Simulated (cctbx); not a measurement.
**RbCuBP2S8 across an absorption edge**

Space group P-1 (no. 2), a = 8.8110 Å, b = 9.0690 Å, c = 9.3815 Å, α = 61.39°, β = 64.23°, γ = 77.13°.

```csv
atom,mult.,x,y,z,Ueq (Å²)
Rb1,2,0.7206,0.2401,0.4154,0.0226
Cu1,2,0.8008,0.5517,0.7402,0.0191
S1,2,0.2676,0.3974,0.0212,0.0308
S2,2,0.1626,0.9542,0.1464,0.0234
S3,2,0.5936,0.4586,0.7274,0.0313
S4,2,0.4098,0.1724,0.8292,0.0213
S5,2,0.7989,0.9850,0.1949,0.0175
S6,2,0.5508,0.1717,0.0748,0.0224
S7,2,0.9196,0.8014,0.4918,0.0215
S8,2,0.9847,0.6495,0.2507,0.0240
P1,2,0.9712,0.8399,0.2752,0.0243
P2,2,0.5479,0.6888,0.0938,0.0174
B1,2,0.6975,0.0024,0.0725,0.0338
```

This is a model crystal, built by substitution and not relaxed, with assumed displacement parameters.

Calculated with cctbx: free-atom f′ and f″ from the Sasaki tables, no fine structure; amplitudes in electrons.

```csv
E (eV),F 1 -1 1,F 0 -1 1,F 1 1 1,F 1 2 1
8379,105.5,22.7,39.1,33.8
8729,103.8,23.3,37.8,34.8
8859,102.3,23.8,36.6,35.7
8919,100.9,24.4,35.5,36.5
8949,99.5,24.9,34.3,37.4
8964,98.0,25.4,33.1,38.3
8971,96.8,25.9,32.0,39.0
8975,95.4,26.4,30.9,39.9
8983,95.4,26.7,31.0,40.3
8987,97.0,26.0,32.3,39.3
8994,98.4,25.5,33.5,38.4
9009,99.9,24.9,34.8,37.5
9039,101.5,24.3,36.1,36.5
9129,103.4,23.6,37.8,35.3
9379,105.6,22.7,39.7,33.9
```

**Question.** Which edge is crossed, and why do the reflections move as they do?

The K edge of Cu. The edge is at 8979 eV. f′ of Cu falls from -4.0 e at 8859 eV to -7.5 e at 4 eV below it, and f″ steps from 0.48 to 3.90 e across it. Over that approach |F| changes by -7 % (1 -1 1), +11 % (0 -1 1), -16 % (1 1 1) and +12 % (1 2 1): a reflection falls where Cu scatters in phase with the total and rises where it scatters against it; it hardly moves where the Cu term is small or cancels by symmetry. Above the edge the larger f″ enters the imaginary part, where it can add to or cancel the other atoms' f″. The structure is centrosymmetric, so Friedel mates stay equal.

[Logs are printed without paths, hosts, clocks, repeated set-up lines and the standing remarks that a program may print on its own settings, such as how far it seeks lower states.]
